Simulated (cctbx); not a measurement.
**Gd3CuGeTe7 across an absorption edge**

Space group P6_3 (no. 173), a = 10.4870 Å, b = 10.4870 Å, c = 6.3320 Å, α = 90.00°, β = 90.00°, γ = 120.00°.

```csv
atom,mult.,x,y,z,Ueq (Å²)
Gd1,6,0.1279,0.3581,0.7472,0.0085
Te1,6,0.0950,0.2563,0.2227,0.0101
Te2,6,0.4818,0.9047,0.4975,0.0092
Te3,2,2/3,1/3,0.4477,0.0081
Ge1,2,1/3,2/3,0.3350,0.0119
Cu1,2,0,0,0.7170,0.0091
```

The model is made up (kin elements in a known structure type, no relaxation), so it says nothing on whether the phase exists.

Calculated with cctbx: free-atom f′ and f″ from the Sasaki tables, no fine structure; amplitudes in electrons.

```
E (eV)  F 0 2 0  F 0 1 2  F 0 2 1  F 0 0 2
  6643     68.3    291.2     76.1    267.9
  6993     63.6    291.7     66.0    255.1
  7123     59.7    291.4     58.9    245.2
  7183     55.8    291.0     52.3    235.2
  7213     52.5    290.5     47.2    227.1
  7228     48.9    290.0     41.9    218.2
  7235     45.7    289.5     37.5    210.3
  7239     42.1    289.0     33.4    201.6
  7247     46.0    288.4     18.6    206.0
  7251     49.5    289.0     25.6    215.3
  7258     52.7    289.6     31.8    223.5
  7273     56.2    290.2     38.7    232.4
  7303     59.5    290.8     45.0    240.8
  7393     64.1    291.7     53.6    252.1
  7643     67.3    292.5     59.2    259.4
```

**Question.** Which edge is crossed, and why do the reflections move as they do?

The L3 edge of Gd. The edge is at 7243 eV. f′ of Gd falls from -11.9 e at 7123 eV to -19.2 e at 4 eV below it, and f″ steps from 3.64 to 10.59 e across it. Over that approach |F| changes by -29 % (0 2 0), -1 % (0 1 2), -43 % (0 2 1) and -18 % (0 0 2): a reflection falls where Gd scatters in phase with the total and rises where it scatters against it; it hardly moves where the Gd term is small or cancels by symmetry or lies in quadrature to the total. The f″ term interferes with the normal scattering with opposite sign for the two Friedel mates. The largest Friedel difference in the scan is 112.9 % of the mean (0 2 1, at 7239 eV).

[Logs are printed without paths, hosts, clocks, repeated set-up lines and the standing remarks that a program may print on its own settings, such as how far it seeks lower states.]
